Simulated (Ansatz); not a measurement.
# ThTi2O6 (C2/m): phonons and vibrational spectra, part 2 of 3

Wanted: phonon frequencies of ThTi2O6 (C2/m) and what follows from them.

Ansatz 0.2.0; DFT PBEsol, scalar-relativistic, plane waves, PAW.

So far. Step 4 (Tight relaxation): The largest force component left is 0.12 meV/Å. The volume is held at 12.86 Å³/atom, so a pressure of -1.98 GPa remains at this level.

### 5. Linear response at the zone centre

The zone centre comes first: it holds the modes that light can see, as far as symmetry allows. The response to a homogeneous field gives the Born charges and the dielectric tensor.

Contents of input.yaml:

```yaml
crystal:
  lattice:
    - [4.946711997, -1.9112734928, -0.027989878]
    - [4.946711997, 1.9112734928, -0.027989878]
    - [-3.4537117651, 0.0, 6.1406986876]
  atoms:
    - { symbol: Th, position: [0.0, 0.0, 0.0] }
    - { symbol: Ti, position: [0.8233783638, 0.8233783638, 0.3940775785] }
    - { symbol: Ti, position: [0.1766216362, 0.1766216362, 0.6059224215] }
    - { symbol: O, position: [0.2765938279, 0.2765938279, 0.4033688804] }
    - { symbol: O, position: [0.7234061721, 0.7234061721, 0.5966311196] }
    - { symbol: O, position: [0.9746769984, 0.9746769984, 0.310702264] }
    - { symbol: O, position: [0.0253230016, 0.0253230016, 0.689297736] }
    - { symbol: O, position: [0.6541976731, 0.6541976731, 0.1090511321] }
    - { symbol: O, position: [0.3458023269, 0.3458023269, 0.8909488679] }
kpoints:
  mp_grid: { grid: [8, 8, 4] }
hamiltonian:
  xc: pbesol
scf:
  occupations: { method: fixed }
output:
  eigenvalues: true
phonons:
  method: dfpt
  dielectric: true
  rigid_motions: translations
```

The run is started by

```
$ ansatz run input.yaml --threads 16 --pin off --max-ram 61440MiB --backend cuda --events-out ev --progress --plain --runs-dir out
```

Numbers of over 12 decimals in the logs are rounded to 6 here.

What it wrote:

```text
[...]
Crystal: 9 atoms, lattice volume = 115.745 Å³
Basis set: ecut = 420 eV, 2253 PW (Γ), exchange–correlation on 72×72×96 points (8 copies of the dense FFT grid, shifted against one another)
Bands: 45, of which v1, the nominal top of the filled ones, is band 36 counted from 1 (35 counted from 0)
Symmetry: 4 space group operations
k-points: 132 of 256 (irreducible under 1 space group operation, time reversal used)
[...]
SCF iter   1: F=—  HF=-21384.304419 eV  |F-HF|=—  |Δ(HF+E_count)|=         —  Δρ=1.67e-2  dr2=2.66e-1  ethr=1.77e-3  ⟨swp⟩=3.8  Hψ=20425  notcnv=0  defer=914
[...]
SCF iter   2: F=—  HF=-21384.256196 eV  |F-HF|=—  |Δ(HF+E_count)|=   4.82e-2  Δρ=7.00e-3  dr2=5.35e-2  ethr=3.70e-4  ⟨swp⟩=2.0  Hψ=10467  notcnv=0  defer=920
[...]
SCF iter  13: F=-21384.247507 eV  HF=-21384.247507 eV  |F-HF|=2.55e-11  |Δ(HF+E_count)|=  7.28e-12  Δρ=1.80e-7  dr2=3.71e-11  ethr=1.00e-12  ⟨swp⟩=5.9  Hψ=31601  notcnv=0
SCF 1 converged in 13 iterations: F = -21384.247507 eV  dr2 = 3.71e-11
[...]
NSCF: frozen V_eff on 1 k-points
[...]
NSCF: frozen V_eff on 78 k-points, pencils in batches of 32, up to order 180
[...]
DFPT response loops at q = (0, 0, 0) (fractional): preconditioner auto → Resta (q_TF=auto, 2.521 Å⁻¹)  ε∞=4.5 (no band partly filled); β = 1.00, the filter's whole step (`scf.mixing.beta` (0.50) is not read by the response loops at its default; to damp them type it under 1.00, their step now; it binds the ground state too); Anderson in place of MSR1; while a model of the screening serves, it and β = 1 on shorter waves in the place of filter and β
[...]
DFPT response loops at Γ: preconditioner auto → Resta (q_TF=auto, 2.521 Å⁻¹)  ε∞=4.5 (no band partly filled); β = 1.00, the filter's whole step (`scf.mixing.beta` (0.50) is not read by the response loops at its default; to damp them type it under 1.00, their step now; it binds the ground state too); Broyden in place of MSR1
[...]
SCF 1 converged in 6 iterations: F = -21384.137238 eV  dr2 = 4.39e-8
[...]
SCF converged after 13 iterations
[...]
0.00000   -4.75198    0.00000
         0.43210    0.00000   -1.68322
    site 4:
        -2.05383    0.00000    0.21313
         0.00000   -4.75198    0.00000
         0.43210    0.00000   -1.68322
    site 5:
        -4.26161   -0.00000    0.61858
        -0.00000   -0.95271    0.00000
         0.53078    0.00000   -3.17703
    site 6:
        -4.26161   -0.00000    0.61858
        -0.00000   -0.95271    0.00000
         0.53078    0.00000   -3.17703
    site 7:
        -2.07292    0.00000   -1.42583
         0.00000   -3.12822   -0.00000
        -1.44699   -0.00000   -3.24000
    site 8:
        -2.07292    0.00000   -1.42583
         0.00000   -3.12822   -0.00000
        -1.44699   -0.00000   -3.24000
  Z* charge neutrality: 1.726e-2 e pre-enforcement
  solved inside a basis spanned on kpoints, on 8×8×4 k-points, its susceptibility summed on 10×10×6: ε∞ is read to err by 2.5e-2, Z* by 2.6e-2 e (field_mesh: kpoints solves on kpoints); Z* is corrected for what the basis lacks
  optical modes at Γ without the LO–TO term, one row a degenerate level:
      ω (cm⁻¹)  modes    IR ((D/Å)²/amu)
        101.79      1             0.0000
        109.60      1             5.6052
        110.51      1             7.6811
        169.04      1             0.0000
        178.03      1             0.0000
        184.41      1            10.1303
        231.30      1            50.9584
        245.62      1            33.8835
        258.82      1             0.0000
        305.40      1            73.5441
        316.20      1             0.0000
        317.59      1            29.3504
        363.86      1            14.7583
        381.92      1             0.0000
        394.43      1             0.0000
        445.40      1            60.4785
        459.92      1             0.0000
        469.10      1             2.1446
        475.85      1             0.0000
        505.94      1            48.7307
        579.02      1             0.0000
        591.24      1             0.0000
        646.08      1            17.8994
[...]
optical modes at Γ + LO–TO along q̂ = [1.0000, 0.0000, 0.0000]:
      ω (cm⁻¹)  modes    IR ((D/Å)²/amu)
[...]
optical modes at Γ + LO–TO along q̂ = [0.0000, 1.0000, 0.0000]:
      ω (cm⁻¹)  modes    IR ((D/Å)²/amu)
[...]
optical modes at Γ + LO–TO along q̂ = [0.0000, 0.0000, 1.0000]:
      ω (cm⁻¹)  modes    IR ((D/Å)²/amu)
[...]
368.42      1             7.0275
        381.92      1             0.0000
        394.43      1             0.0000
        459.92      1             0.0000
        469.10      1             2.1446
        475.85      1             0.0000
        505.88      1            49.5301
        579.02      1             0.0000
        591.24      1             0.0000
        601.49      1            23.9245
        741.65      1             0.0000
        754.32      1            84.9096
```

The job ended after 19 s (1 × NVIDIA GB200 with 16 threads of Arm Neoverse V2, shared host; peak memory 4.2 GiB; 2.2 min of CPU time).

This step gave:

| Property | Result |
| --- | --- |
| sum-rule residual before enforcement | 1.20e-4 eV/Å² |
| miss of the charge sum rule | 0.01726 e |
| estimated error of the dielectric tensor | 0.02548 |
| estimated error of the Born charges | 0.02619 e |
| point group | 2/m |
| highest optical mode at the zone centre (no LO-TO term) | 741.6 cm⁻¹ |
| lowest optical zone-centre mode | 101.8 cm⁻¹ |
| mean high-frequency dielectric constant | 5.534 |
| largest Born charge (third of the trace) | 5.837 e |
| mean static dielectric constant | 34.07 |
| top of the zone-centre spectrum with the field | 781.7 cm⁻¹ |

Without the LO-TO term. Patterns of degenerate modes are one choice out of their space. Modes at Γ, with each element's share of the kinetic energy:

```csv
mode,frequency (cm⁻¹),symmetry,Th %,Ti %,O %
1,0.0,acoustic,55,23,23
2,0.0,acoustic,55,23,23
3,0.0,acoustic,55,23,23
4,101.8,Bg,0,75,25
5,109.6,Au,35,58,7
6,110.5,Bu,36,18,46
7,169.0,Bg,0,25,75
8,178.0,Ag,0,43,57
9,184.4,Bu,44,23,34
10,231.3,Au,4,18,78
11,245.6,Bu,4,7,89
12,258.8,Ag,0,28,72
13,305.4,Au,6,1,93
14,316.2,Ag,0,36,64
15,317.6,Bu,2,28,70
16,363.9,Bu,2,12,86
17,381.9,Ag,0,46,54
18,394.4,Bg,0,0,100
19,445.4,Bu,2,56,43
20,459.9,Ag,0,21,79
21,469.1,Au,1,0,99
22,475.9,Ag,0,9,91
23,505.9,Bu,1,10,90
24,579.0,Bg,0,0,100
25,591.2,Ag,0,13,87
26,646.1,Bu,0,2,98
27,741.6,Ag,0,5,95
```

Displacements in mode 4 (101.8 cm⁻¹), the largest set to 1:
```
Th1  0.00  0.00  0.00
Ti2  0.00  1.00  0.00
Ti3  0.00 -1.00  0.00
O4   0.00 -0.01  0.00
O5   0.00  0.01  0.00
O6   0.00  0.99  0.00
O7   0.00 -0.99  0.00
O8   0.00 -0.09  0.00
O9   0.00  0.09  0.00
```

Displacements in mode 17 (381.9 cm⁻¹), the largest set to 1:
```
Th1  0.00  0.00  0.00
Ti2  0.66  0.00  0.13
Ti3 -0.66  0.00 -0.13
O4   0.10  0.00 -1.00
O5  -0.10  0.00  1.00
O6   0.48  0.00  0.24
O7  -0.48  0.00 -0.24
O8  -0.37  0.00  0.39
O9   0.37  0.00 -0.39
```

Optical modes at the zone centre, without and with the macroscopic field of the longitudinal modes; each column is sorted by frequency, so a row need not hold one and the same mode. Modes with and without the field, by row:

```csv
rank among optical modes,no field (cm⁻¹),"q along (1, 0, 0) (cm⁻¹)","q along (0, 1, 0) (cm⁻¹)","q along (0, 0, 1) (cm⁻¹)"
1,101.8,101.8,101.8,101.8
2,109.6,109.6,110.5,109.6
3,110.5,112.3,119.2,132.6
4,169,169,169,169
5,178,178,178,178
6,184.4,193,184.4,193.8
7,231.3,231.3,245.6,231.3
8,245.6,258.8,258.8,258.8
9,258.8,269.1,262.9,281.1
10,305.4,305.4,316.2,305.4
11,316.2,316.2,317.6,316.2
12,317.6,347.7,363.9,324.6
13,363.9,381.9,381.9,368.4
14,381.9,394.4,394.4,381.9
15,394.4,412,445.4,394.4
16,445.4,446.7,459.9,459.9
17,459.9,459.9,465.4,469.1
18,469.1,469.1,475.9,475.9
19,475.9,475.9,505.9,505.9
20,505.9,579,579,579
21,579,591.2,591.2,591.2
22,591.2,624.2,646.1,601.5
23,646.1,741.6,712.3,741.6
24,741.6,781.7,741.6,754.3
```

Born charge (rows field, columns displacement) (e), principal values of the symmetric part by kind of site:

```csv
atom,atoms with these values,low,middle,high,mean
Th1,1,4.96,6.02,6.53,5.84
Ti2,2,4.53,5.82,6.21,5.52
O4,2,-4.75,-2.24,-1.50,-2.83
O6,2,-4.51,-2.93,-0.95,-2.80
O8,2,-4.21,-3.13,-1.11,-2.81
```

In full for O4:

```
-2.05  0.00  0.21
 0.00 -4.75  0.00
 0.43  0.00 -1.68
```

High-frequency dielectric tensor:

```
5.55 0.00 0.29
0.00 5.69 0.00
0.29 0.00 5.36
```

Static dielectric tensor (ions relaxed, fixed cell):

```
25.95  0.00  6.76
 0.00 46.55  0.00
 6.76  0.00 29.73
```

Transverse modes. Infrared lines, with heights relative to the strongest:

```csv
position (cm⁻¹),lines merged,relative intensity
102,1,0.0
110,2,18
169,1,0.0
178,1,0.0
184,1,14
231,1,69
246,1,46
259,1,0.0
305,1,100
316,1,0.0
318,1,40
364,1,20
382,1,0.0
394,1,0.0
445,1,82
460,1,0.0
469,1,2.9
476,1,0.0
506,1,66
579,1,0.0
591,1,0.0
646,1,24
742,1,0.0
```

Before it was imposed, the acoustic sum rule was missed by 1.2e-4 eV/Å² and the charge sum rule by 0.017 e. Small misses are needed for a sound result but don't prove that mesh and cutoff are converged. The lowest optical mode is real, 102 cm⁻¹.

### 6. The dispersion

Stability and thermal properties need the whole zone. Linear response on a 4×4×2 q mesh gives force constants as far as a supercell of that size would, and the tensors from the zone-centre run are typed in so that the long-range dipole term is interpolated apart.

input.yaml, the sections that differ from step 5:

```yaml
phonons:
  method: dfpt
  qmesh: [4, 4, 2]
  temperatures: { t_max: 400, t_step: 50 }
  qpath:
    path:
      - [[0.0, 0.0, -0.5], [0.0, 0.0, 0.0], [0.5, 0.0, 0.0]]
      - [[0.5, 0.0, -0.5], [0.0, 0.0, 0.0], [-0.5, -0.5, 0.5]]
      - [[-0.5, -0.5, 0.0], [0.0, 0.0, 0.0], [0.0, -0.5, 0.5]]
    npoints: 10
  non_analytic_term:
    high_frequency_dielectric_tensor: [[5.5515, 0.0, 0.288], [0.0, 5.6879, 0.0], [0.288, 0.0, 5.3629]]
    born_effective_charges:
      - { species: Th, tensor: [[4.9965, 0.0, -0.7752], [0.0, 6.0201, 0.0], [0.2831, 0.0, 6.4942]] }
      - { species: Ti, tensor: [[5.8901, 0.0, 0.9817], [0.0, 5.8229, 0.0], [0.3425, 0.0, 4.8532]] }
      - { species: Ti, tensor: [[5.8901, 0.0, 0.9817], [0.0, 5.8229, 0.0], [0.3425, 0.0, 4.8532]] }
      - { species: O, tensor: [[-2.0538, 0.0, 0.2131], [0.0, -4.752, 0.0], [0.4321, 0.0, -1.6832]] }
      - { species: O, tensor: [[-2.0538, 0.0, 0.2131], [0.0, -4.752, 0.0], [0.4321, 0.0, -1.6832]] }
      - { species: O, tensor: [[-4.2616, 0.0, 0.6186], [0.0, -0.9527, 0.0], [0.5308, 0.0, -3.177]] }
      - { species: O, tensor: [[-4.2616, 0.0, 0.6186], [0.0, -0.9527, 0.0], [0.5308, 0.0, -3.177]] }
      - { species: O, tensor: [[-2.0729, 0.0, -1.4258], [0.0, -3.1282, 0.0], [-1.447, 0.0, -3.24]] }
      - { species: O, tensor: [[-2.0729, 0.0, -1.4258], [0.0, -3.1282, 0.0], [-1.447, 0.0, -3.24]] }
    source: "zone-centre run at this cell"
# crystal, kpoints, hamiltonian, scf, output: as in step 5
```

What it wrote:

```text
Warning: phonons: the dynamical matrix that this run interpolates holds no multipole term above the dipole-dipole one, and a site of this crystal is no centre of inversion, so its interpolated transverse optical and acoustic branches and sound speeds can stay off near Gamma, and the density of states and the thermodynamics with them. What a run solves at a wave vector of phonons.qpoints, Gamma apart, where the deck admits one, is free of this, and under fd what a larger phonons.supercell samples
[...]
Crystal: 9 atoms, lattice volume = 115.745 Å³
Basis set: ecut = 420 eV, 2253 PW (Γ), exchange–correlation on 72×72×96 points (8 copies of the dense FFT grid, shifted against one another)
Bands: 45, of which v1, the nominal top of the filled ones, is band 36 counted from 1 (35 counted from 0)
Symmetry: 4 space group operations
k-points: 78 of 256
[...]
SCF iter   1: F=—  HF=-21384.304382 eV  |F-HF|=—  |Δ(HF+E_count)|=         —  Δρ=1.67e-2  dr2=2.66e-1  ethr=1.77e-3  ⟨swp⟩=3.7  Hψ=12085  notcnv=0  defer=537
[...]
SCF iter   6: F=—  HF=-21384.247259 eV  |F-HF|=—  |Δ(HF+E_count)|=   7.26e-5  Δρ=9.43e-5  dr2=1.46e-5  ethr=2.28e-7  ⟨swp⟩=2.0  Hψ=4738  notcnv=0  defer=237
[...]
SCF iter  12: F=—  HF=-21384.247507 eV  |F-HF|=—  |Δ(HF+E_count)|=  6.77e-10  Δρ=4.15e-7  dr2=2.05e-10  ethr=1.00e-12  ⟨swp⟩=2.0  Hψ=5249  notcnv=0  defer=234
SCF iter  13: F=—  HF=-21384.247507 eV  |F-HF|=—  |Δ(HF+E_count)|=  2.55e-11  Δρ=1.74e-7  dr2=3.54e-11  ethr=1.00e-12  ⟨swp⟩=2.0  Hψ=4316  notcnv=0  defer=234
[...]
SCF 1 converged in 14 iterations: F = -21384.247507 eV  dr2 = 3.25e-12
[...]
SCF converged after 14 iterations
[...]
q = [0.0000, 0.2500, -0.5000] (star 4, 15 solved perturbations in 3584 linear systems a pass and spin channel, the states on 256 of 256 k-point pairs; hermiticity 2.89e-11, symmetrization 3.39e-14): 54.82 87.45 96.47 136.11 148.06 166.65 181.91 218.12 230.36 249.18 262.44 286.33 318.05 330.67 351.45 359.41 411.42 422.87 426.65 464.38 507.29 524.31 530.72 593.60 658.21 730.63 752.35
[...]
sum rule: each row above includes the acoustic sum rule's correction from the zone centre's row sums; it moved no ω² by more than (0.90 cm⁻¹)²
  mesh force constants: q→R imaginary residual 3.79e-18; ASR residual 4.736e-5 → 0.000e0 eV/Å²; symmetrization residual 8.882e-16 eV/Å²
  interpolated dispersion: 66 rows × 27 modes
  density of states and harmonic sums: on the 20×20×10 q-mesh, interpolated from the force constants of a 4×4×2 supercell (with the dipole–dipole term of supplied tensors)
  largest difference from the sums on the solved wave vectors: F 4.27e-3 eV, S 1.97e-5 and C_V 7.25e-6 eV/K
  zero-point energy: 0.585755 eV/cell   skipped modes (ω ≤ 0): 3   left out of the sums: 2.78e-5 of the cell's modes: C_V's classical limit lies that fraction below 3 k_B per atom; for a crystal, a wire or a layer, F and S can be off by more, and a phonons.interpolated_qmesh denser along its periods is the remedy for the sampling
```

The job ended after 23 s (1 × NVIDIA GB200 with 16 threads; peak memory 4 GiB).

This step gave:

- sum-rule residual before enforcement: 4.74e-5 eV/Å²
- lowest frequency on the path: 0 cm⁻¹
- highest frequency on the path or at a solved wavevector: 787.3 cm⁻¹
- mean frequency: 350 cm⁻¹
- Debye temperature (second moment): 743 K
- logarithmic mean frequency: 286.5 cm⁻¹
- lowest mode on the q mesh (acoustic modes at Γ apart): 27.02 cm⁻¹
- zero-point energy per atom: 65.08 meV
- heat capacity at 300 K: 19.30 J/(mol atoms K)
- vibrational entropy at 300 K: 20.29 J/(mol atoms K)

Frequencies (cm⁻¹) solved at each irreducible wavevector; negative means imaginary. Frequencies by wavevector, by row:

```csv
q in reciprocal lattice units,star,mode 1,mode 2,mode 3,mode 4,mode 25,mode 26,mode 27
0 0 0,1,0,0,0,101.8,591.2,646.1,741.6
0 0 -0.5,1,69.7,79.5,91.5,98.4,606.1,729.4,765
0 0.25 0,4,53.2,60.9,102.5,139.6,693.2,701.2,752.4
0 0.25 -0.5,4,54.8,87.5,96.5,136.1,658.2,730.6,752.4
0 -0.5 0,2,27.8,76.2,129.4,157.8,676.7,732.9,739.5
0 -0.5 -0.5,2,27,95,130.1,151,635.8,739.7,742.5
0.25 0.25 0,2,44.5,59.9,72.2,90.5,666.5,736.6,758.8
0.25 0.25 -0.5,2,47.5,60.8,89.8,99.6,636.1,718.4,776.1
0.25 -0.5 0,4,44.5,74.9,102.1,142.5,714.1,723.9,743
0.25 -0.5 -0.5,4,43.3,94.7,107.8,133.6,662.6,719.1,762.6
0.25 -0.25 0,2,29.7,77.5,142.7,160.2,678.6,729.2,743.3
0.25 -0.25 -0.5,2,30.7,96.4,127.6,160.1,636.8,739.2,741.4
-0.5 -0.5 0,1,50.9,82.2,85.5,89.5,682.8,732.4,757.3
-0.5 -0.5 -0.5,1,52.9,54,86.6,89.4,669.8,684.8,779.5
```

Interpolated from a 4×4×2 q mesh, with the LO-TO term (at Γ the limit along the path; where Γ stands inside the path, tables give the limit on arrival). The phonon branches at the labelled points (cm⁻¹):

```csv
point,branch 1,branch 2,branch 3,branch 4,branch 24,branch 25,branch 26,branch 27
X,70,80,92,98,578,606,729,765
halfway,44,51,79,100,588,604,733,763
Γ,0,0,0,102,591,602,742,754
halfway,53,61,102,140,578,693,701,752
Y,28,76,129,158,545,677,733,740
jump to L,27,95,130,151,604,636,740,742
halfway,49,76,113,128,595,663,721,754
Γ,0,0,0,102,591,620,739,742
halfway,37,54,70,94,579,638,721,781
Z,53,54,87,89,579,670,685,780
jump to N,51,82,86,90,578,683,732,757
halfway,44,60,72,90,579,666,737,759
Γ,0,0,0,102,591,643,742,758
halfway,49,76,113,128,595,663,721,754
M,27,95,130,151,604,636,740,742
```

[end of part 2 of 3]

[Logs are printed without paths, hosts, clocks, repeated set-up lines and the standing remarks that a program may print on its own settings, such as how far it seeks lower states.]

[Hosts, paths, dates, database ids (printed as entryN), source tags and the programs' standing remarks are cut or masked in the printed files.]
